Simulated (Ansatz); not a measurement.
# Static equation of state of amorphous Si0.7Ge0.3 (77 atoms)

Density of this cell: 3.17 g/cm³. The cell holds 77 atoms: 54 Si and 23 Ge. Cell: a = 12.033 Å, b = 11.689 Å, c = 11.912 Å, α = 92.5°, β = 91.8°, γ = 92.6°. The starting structure: 77 atoms (54 Si, 23 Ge) placed at random at 3.2 g/cm³, melted at 3500 K for 10 ps at fixed volume with the Tersoff potential (Tersoff, Phys. Rev. B 39, 5566 (1989)). Quenched from 3500 K to 500 K at 20 K/ps and fixed volume, annealed at 1200 K for 50 ps, held 5 ps, then minimised at fixed cell.

Calculated with Ansatz 0.2.0: Kohn-Sham DFT, PBE, PAW (set soft_2), plane waves; cutoff 420 eV, Γ point, fermi-dirac smearing of 0.025 eV. Cell and atoms were relaxed first, to V0 = 21.706 Å³ an atom at a residual P0 = 0.006 GPa. The cell was then scaled evenly, and the atoms were relaxed at each volume.

| volume (Å³/atom) | pressure (GPa) |
| --- | --- |
| 19.535 | ? |
| 20.403 | 4.260 |
| 21.054 | 2.030 |
| 22.357 | -0.9857 |
| 23.008 | -2.422 |

**Question.** Fit the third-order Birch–Murnaghan equation to the rows given and extrapolate to the withheld row.

Worked fit:

Take the Eulerian strain f = ½[(V0/V)^(2/3) − 1] and the normalised pressure F = (P − P0) / [3f(1 + 2f)^(5/2)]. The third-order Birch–Murnaghan equation is then the line F = B0 + (3/2)B0(B′ − 4) f, so u = f and v = F.

| u = f | v = F (GPa) |
| --- | --- |
| 0.0210562 | 60.7494 |
| 0.0102568 | 62.5428 |
| -0.00975637 | 35.5821 |
| -0.0190504 | 46.8119 |

With n = 4: mean u = 6.2656e-4, mean v = 51.4216, Σ(u − ū)² = 0.0010051, Σ(u − ū)(v − v̄) = 0.55283. Slope b = 0.55283 / 0.0010051 = 550.02; intercept a = v̄ − b ū = 51.077.

So B0 = a = 51.1 GPa and B′ = 4 + 2b/(3a) = 11.2. At the withheld volume f = 0.03638, F = a + b f = 71.09 GPa, and P = P0 + 3f(1 + 2f)^(5/2) F.

Prediction at 19.535: 9.254 GPa. The run gave 6.827 GPa, so the fit is high by 2.4 GPa (36 % of the value).

The series isn't one smooth equation of state: even a line fitted to all rows, the withheld one included, misses F by up to 30.9 %, the count of bonds changes along the series, an atom moves over 0.5 Å in some relaxation and a scaled cell ends below the relaxed one in energy. B0 and B′ are then only the numbers of this fit, not moduli of the material. Among the rows given, the largest miss of the fit is at 23.008, by 0.32 GPa (3.5 % of the range of the table).

Limits: Static cells at zero temperature; the cell shape is held. The program notes that the SCF threshold of these relaxations is loose for the stress. The quench rate of 20 K/ps is many orders above laboratory rates, so the cell is likely richer in defects and strain than a real sample. The network of bonds at the start is that of the classical potential that made the cell, and needn't be the one that DFT or experiment would give. Only the Γ point is sampled, in a cell whose shortest periodic width is 12 Å.

[Hosts, paths, dates, database ids (printed as entryN), source tags and the programs' standing remarks are cut or masked in the printed files.]
